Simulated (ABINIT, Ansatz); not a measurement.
# AlGa3N4 (P-43m): G0W0 with ABINIT, start to end

Aim: the G0W0 gap of AlGa3N4 (P-43m) on PBEsol, step by step.

Program: ABINIT 10.8.3. Level of theory: PBEsol and many-body steps on it, plane waves. Results are calculated unless marked as measured.

**1. Starting point**

The structure is cubic, space group P-43m (No. 215). The conventional cell has a = 4.472 Å, b = 4.472 Å, c = 4.472 Å, α = 90.00°, β = 90.00°, γ = 90.00°. Al has 4 N at 1.89 Å nearest. Nearest to Ga lie 4 N at 1.95 Å. Nearest to N lie 1 Al at 1.89 Å and 3 Ga at 1.95 Å. Farther neighbours and most contacts between anions are not listed.

As a file:

```cif
data_structure
_symmetry_space_group_name_H-M 'P 1'
_symmetry_Int_Tables_number 1
_cell_length_a 4.4717
_cell_length_b 4.4717
_cell_length_c 4.4717
_cell_angle_alpha 90.000
_cell_angle_beta 90.000
_cell_angle_gamma 90.000
_cell_volume 89.42
loop_
_atom_site_label
_atom_site_type_symbol
_atom_site_fract_x
_atom_site_fract_y
_atom_site_fract_z
_atom_site_occupancy
Al1 Al 0.00000 0.00000 0.00000 1
Ga2 Ga 0.50000 0.50000 0.00000 1
Ga3 Ga 0.50000 0.00000 0.50000 1
Ga4 Ga 0.00000 0.50000 0.50000 1
N5 N 0.75571 0.75571 0.24429 1
N6 N 0.75571 0.24429 0.75571 1
N7 N 0.24429 0.75571 0.75571 1
N8 N 0.24429 0.24429 0.24429 1
```

The cell and positions are those that the Materials Project relaxed with its own functionals (PBE, PBE+U or r2SCAN), kept fixed.

**2. Ground state**

This step: ABINIT 10.8.3; DFT, PBEsol, plane waves, norm-conserving pseudopotentials.

The ground-state density comes first.

The input, run.abi:

```
acell 3*1.0 Angstrom
rprim 
  4.471685360000 0.000000000000 0.000000000000
  0.000000000000 4.471685360000 0.000000000000
  0.000000000000 0.000000000000 4.471685360000
ntypat 3
znucl 13 31 7
natom 8
typat 1 2 2 2 3 3 3 3
xred 
  0.000000000000 0.000000000000 0.000000000000
  0.500000000000 0.500000000000 0.000000000000
  0.500000000000 0.000000000000 0.500000000000
  0.000000000000 0.500000000000 0.500000000000
  0.755714420000 0.755714420000 0.244285580000
  0.755714420000 0.244285580000 0.755714420000
  0.244285580000 0.755714420000 0.755714420000
  0.244285580000 0.244285580000 0.244285580000
pp_dirpath "pseudos"
pseudos "Al.upf, Ga.upf, N.upf"
ecut 45
ngkpt 6 6 6
nshiftk 1
shiftk 0 0 0
kptopt 1
chksymbreak 0
nband 51
occopt 1
tolvrs 1e-10
nstep 60
prtwf 0
optforces 0
optstress 0
indata_prefix "in"
outdata_prefix "out"
tmpdata_prefix "tmp"
```

Command:

```sh
$ OMP_NUM_THREADS=1 mpirun -n 4 abinit run.abi > log
```

Numbers of over 12 decimals in the logs are rounded to 6 here.

The log of the run:

```text
.Version 10.8.3 of ABINIT. v10.8.2 released Aug 2026.

 Symmetries : space group P-4 3 m (#215); Bravais cP (primitive cubic)
================================================================================
 Values of the parameters that define the memory need of the present run
     intxc =       0    ionmov =       0      iscf =       7    lmnmax =       6
     lnmax =       6     mgfft =      54  mpssoang =       3    mqgrid =    3001
     natom =       8  nloc_mem =       1    nspden =       1   nspinor =       1
    nsppol =       1      nsym =      24    n1xccc =    2501    ntypat =       3
    occopt =       1   xclevel =       2
-    mband =          51        mffmem =           1         mkmem =           5
       mpw =        8738          nfft =      157464          nkpt =          20
================================================================================
  Rough estimation (10% accuracy) of disk space for files :
================================================================================

--------------------------------------------------------------------------------
------------- Echo of variables that govern the present computation ------------
--------------------------------------------------------------------------------
 -outvars: echo values of preprocessed input variables --------
            acell      1.8897261259E+00  1.8897261259E+00  1.8897261259E+00 Bohr

      chksymbreak           0
             ecut      4.50000000E+01 Hartree
-          fftalg         312

              ixc     -116133
              kpt      0.00000000E+00  0.00000000E+00  0.00000000E+00
                       1.66666667E-01  0.00000000E+00  0.00000000E+00
                       3.33333333E-01  0.00000000E+00  0.00000000E+00
                       5.00000000E-01  0.00000000E+00  0.00000000E+00
                       1.66666667E-01  1.66666667E-01  0.00000000E+00
                       3.33333333E-01  1.66666667E-01  0.00000000E+00
                       5.00000000E-01  1.66666667E-01  0.00000000E+00
                       3.33333333E-01  3.33333333E-01  0.00000000E+00
                       5.00000000E-01  3.33333333E-01  0.00000000E+00
   [... 9 further rows ...]
                       5.00000000E-01  5.00000000E-01  3.33333333E-01
                       5.00000000E-01  5.00000000E-01  5.00000000E-01
         kptrlatt        6    0    0      0    6    0      0    0    6
          kptrlen      5.07015639E+01
P           mkmem           5
            natom           8
            nband          51
            ngfft          54      54      54
             nkpt          20
            nstep          60
             nsym          24
           ntypat           3
              occ      2.000000  2.000000  2.000000  2.000000  2.000000  2.000000
                       2.000000  2.000000  2.000000  2.000000  2.000000  2.000000
                       2.000000  2.000000  2.000000  2.000000  2.000000  2.000000
                       2.000000  2.000000  2.000000  2.000000  2.000000  2.000000
                       2.000000  2.000000  2.000000  2.000000  2.000000  2.000000
                       2.000000  2.000000  2.000000  2.000000  2.000000  2.000000
                       2.000000  2.000000  2.000000  2.000000  2.000000  2.000000
                       2.000000  0.000000  0.000000  0.000000  0.000000  0.000000
[...]
optforces           0
        optstress           0
            prtwf           0
            rprim      4.4716853600E+00  0.0000000000E+00  0.0000000000E+00
[...]
spgroup         215

           tolvrs      1.00000000E-10

             xred      0.0000000000E+00  0.0000000000E+00  0.0000000000E+00
[...]
znucl       13.00000   31.00000    7.00000

================================================================================

 chkinp: Checking input parameters for consistency.

================================================================================
== DATASET  1 ==================================================================
-   mpi_nproc: 4, omp_nthreads: 1 (-1 if OMP is not activated)

--- !DatasetInfo
iteration_state: {dtset: 1, }
dimensions: {natom: 8, nkpt: 20, mband: 51, nsppol: 1, nspinor: 1, nspden: 1, mpw: 8738, }
cutoff_energies: {ecut:  45.0, pawecutdg:  -1.0, }
electrons: {nelect:   8.60000000E+01, charge:   0.00000000E+00, occopt:   1.00000000E+00, tsmear:   1.00000000E-02, }

 Real(R)+Recip(G) space primitive vectors, cartesian coordinates (Bohr,Bohr^-1):
 R(1)=  8.4502607  0.0000000  0.0000000  G(1)=  0.1183395  0.0000000  0.0000000
 R(2)=  0.0000000  8.4502607  0.0000000  G(2)=  0.0000000  0.1183395  0.0000000
 R(3)=  0.0000000  0.0000000  8.4502607  G(3)=  0.0000000  0.0000000  0.1183395
 Unit cell volume ucvol=  6.0340696E+02 bohr^3
 Angles (23,13,12)=  9.00000000E+01  9.00000000E+01  9.00000000E+01 degrees

 getcut: wavevector=  0.0000  0.0000  0.0000  ngfft=  54  54  54
         ecut(hartree)=     45.000   => boxcut(ratio)=   2.11618

--- Pseudopotential description ------------------------------------------------
- Al Generated using ONCVPSP code by D. R. Hamann
- 13.00000   3.00000  180301                  znucl, zion, pspdat
12 -116133 2 -1 1876                          pspcod,pspxc,lmax,lloc,mmax
     nproj     2     2     2
[...]
-  7.00000   5.00000  180301                  znucl, zion, pspdat
12 -116133 1 -1 1058                          pspcod,pspxc,lmax,lloc,mmax
     nproj     2     2     0
  pspatm : epsatm=    5.26508482
         --- l  ekb(1:nproj) -->
[...]
pspatm: atomic psp has been read  and splines computed

   7.49623385E+03                                ecore*ucvol(ha*bohr**3)
--------------------------------------------------------------------------------

_setup2: Arith. and geom. avg. npw (full set) are    8700.079    8700.065

================================================================================

--- !BeginCycle
iteration_state: {dtset: 1, }
solver: {iscf: 7, nstep: 60, nline: 4, wfoptalg: 0, }
tolerances: {tolvrs: 1.00E-10, }

     iter   Etot(hartree)      deltaE(h)  residm     vres2
 ETOT  1  -775.94134953150    -7.759E+02 5.322E-01 2.085E+04
 ETOT  2  -780.43292998022    -4.492E+00 1.213E-01 3.819E+04
 ETOT  3  -787.14923125638    -6.716E+00 8.495E-02 3.590E+03
 ETOT  4  -787.37425039521    -2.250E-01 1.529E-01 2.472E+03
 ETOT  5  -787.62027395284    -2.460E-01 1.764E-02 8.108E+02
 ETOT  6  -787.73640634287    -1.161E-01 1.281E-02 8.628E+01
 ETOT  7  -787.74223744552    -5.831E-03 8.920E-03 4.288E+01
 ETOT  8  -787.74934321021    -7.106E-03 7.753E-03 4.483E-02
 ETOT  9  -787.74935125935    -8.049E-06 3.958E-03 5.923E-03
 ETOT 10  -787.74935238165    -1.122E-06 2.816E-03 3.895E-05
 ETOT 11  -787.74935239025    -8.604E-09 1.654E-03 1.205E-06
 ETOT 12  -787.74935239060    -3.495E-10 1.498E-03 2.153E-08
 ETOT 13  -787.74935239061    -9.891E-12 5.041E-04 1.704E-09
 ETOT 14  -787.74935239062    -3.070E-12 5.247E-04 9.273E-12

 At SCF step   14       vres2   =  9.27E-12 < tolvrs=  1.00E-10 =>converged.

--- !ResultsGS
iteration_state: {dtset: 1, }
comment   : Summary of ground state results
lattice_vectors:
- [  8.4502607,   0.0000000,   0.0000000, ]
- [  0.0000000,   8.4502607,   0.0000000, ]
- [  0.0000000,   0.0000000,   8.4502607, ]
lattice_lengths: [   8.45026,    8.45026,    8.45026, ]
lattice_angles: [ 90.000,  90.000,  90.000, ] # degrees, (23, 13, 12)
lattice_volume:   6.0340696E+02
convergence: {deltae: -3.070E-12, res2:  9.273E-12, residm:  5.247E-04, diffor:  0.000E+00, }
etotal    :  -7.87749352E+02
entropy   :   0.00000000E+00
fermie    :   2.37157861E-01
cartesian_stress_tensor: null
pressure_GPa: null
xred      :
- [  0.0000E+00,   0.0000E+00,   0.0000E+00, Al]
- [  5.0000E-01,   5.0000E-01,   0.0000E+00, Ga]
- [  5.0000E-01,   0.0000E+00,   5.0000E-01, Ga]
- [  0.0000E+00,   5.0000E-01,   5.0000E-01, Ga]
- [  7.5571E-01,   7.5571E-01,   2.4429E-01,  N]
- [  7.5571E-01,   2.4429E-01,   7.5571E-01,  N]
- [  2.4429E-01,   7.5571E-01,   7.5571E-01,  N]
- [  2.4429E-01,   2.4429E-01,   2.4429E-01,  N]
cartesian_forces: null
force_length_stats: {min: null, max: null, mean: null, }

 Integrated electronic density in atomic spheres:
 ------------------------------------------------
 Atom  Sphere_radius  Integrated_density
[...]
================================================================================

 ----iterations are completed or convergence reached----

 Mean square residual over all n,k,spin=   12.914E-07; max=  52.466E-05
 reduced coordinates (array xred) for    8 atoms
[...]
0.755714420000      0.755714420000      0.244285580000
       0.755714420000      0.244285580000      0.755714420000
       0.244285580000      0.755714420000      0.755714420000
       0.244285580000      0.244285580000      0.244285580000
 rms dE/dt=  0.0000E+00; max dE/dt=  0.0000E+00; dE/dt below (all hartree)
    1       0.000000000000      0.000000000000      0.000000000000
    2       0.000000000000      0.000000000000      0.000000000000
    3       0.000000000000      0.000000000000      0.000000000000
    4       0.000000000000      0.000000000000      0.000000000000
    5       0.000000000000      0.000000000000      0.000000000000
    6       0.000000000000      0.000000000000      0.000000000000
    7       0.000000000000      0.000000000000      0.000000000000
    8       0.000000000000      0.000000000000      0.000000000000

 cartesian coordinates (angstrom) at end:
    1      0.000000     0.000000     0.000000
    2      2.235843     2.235843     0.000000
    3      2.235843     0.000000     2.235843
    4      0.000000     2.235843     2.235843
    5      3.379317     3.379317     1.092368
    6      3.379317     1.092368     3.379317
    7      1.092368     3.379317     3.379317
    8      1.092368     1.092368     1.092368
 length scales=  1.889726125908  1.889726125908  1.889726125908 bohr
              =  1.000000000000  1.000000000000  1.000000000000 angstroms
 prteigrs : about to open file out_EIG
 Fermi (or HOMO) energy (hartree) =   0.23716   Average Vxc (hartree)=  -0.43166
 Eigenvalues (hartree) for nkpt=  20  k points:
 kpt#   1, nband= 51, wtk=  0.00463, kpt=  0.0000  0.0000  0.0000 (reduced coord)
  -4.97017   -4.97017   -4.97017   -3.16406   -3.16406   -3.16406   -3.16346   -3.16346
  -3.16346   -3.16340   -3.16340   -3.16340   -0.33742   -0.29302   -0.29302   -0.29302
  -0.24991   -0.24862   -0.24862   -0.24862   -0.24623   -0.24623   -0.24141   -0.24141
  -0.24141   -0.23977   -0.23977   -0.23793   -0.18383   -0.18383   -0.18383    0.01453
   0.01453    0.04295    0.14680    0.14680    0.14680    0.14686    0.14686    0.14686
   0.23716    0.23716    0.23716    0.32154    0.36065    0.36065    0.36065    0.47353
   0.47353    0.54667    0.63339
 prteigrs : prtvol=0 or 1, do not print more k-points.

--- !EnergyTerms
iteration_state     : {dtset: 1, }
comment             : Components of total free energy in Hartree
kinetic             :  3.90703402184774E+02
hartree             :  3.30584873003874E+02
xc                  : -8.95641091867934E+01
Ewald energy        : -3.88008642164916E+02
psp_core            :  1.24231809452609E+01
local_psp           : -8.62427677250011E+02
non_local_psp       : -1.81460379922804E+02
total_energy        : -7.87749352390616E+02
total_energy_eV     : -2.14357518929225E+04
band_energy         : -9.30991797777148E+01

== END DATASET(S) ==============================================================
================================================================================

 -outvars: echo values of variables after computation  --------
           etotal     -7.8774935239E+02
            nband          51
             nkpt          20
          spgroup         215
 [... the other variables as echoed above ...]

 Calculation completed.
```

The job ended after 4.5 min (4 MPI ranks of Intel Xeon Platinum 8259CL at 2.50GHz (Skylake/Cascade Lake), shared host; peak memory 0.56 GiB; 18 min of CPU time).

Numbers from this step:

```
total energy               : -21435.7519 eV
gap                        : 2.296 eV
k of the valence top       : 0, 0, 0
k of the conduction bottom : 0, 0, 0
least direct gap           : 2.296 eV
```

The gap is direct, at Γ.

[end of part 1 of 3]

[Paths, hosts, dates, memory and timing lines, banners, echoed tables and standing remarks are left out of the program output.]

[Logs are printed without paths, hosts, clocks, repeated set-up lines and the standing remarks that a program may print on its own settings, such as how far it seeks lower states.]

[Runs of the session that timed out or met a known fault of the program may be left out.]

[Hosts, paths, dates, database ids (printed as entryN), source tags and the programs' standing remarks are cut or masked in the printed files.]

[G0W0 gaps are taken among the corrected bands and points alone; a level outside them can change the order at an edge.]

[Where Ansatz stands beside ABINIT at settings called matched, ABINIT's density can come from a denser mesh and the files from another edition; pairs whose starting gaps differed by over 0.03 eV were left out, so agreement reads better than it is.]
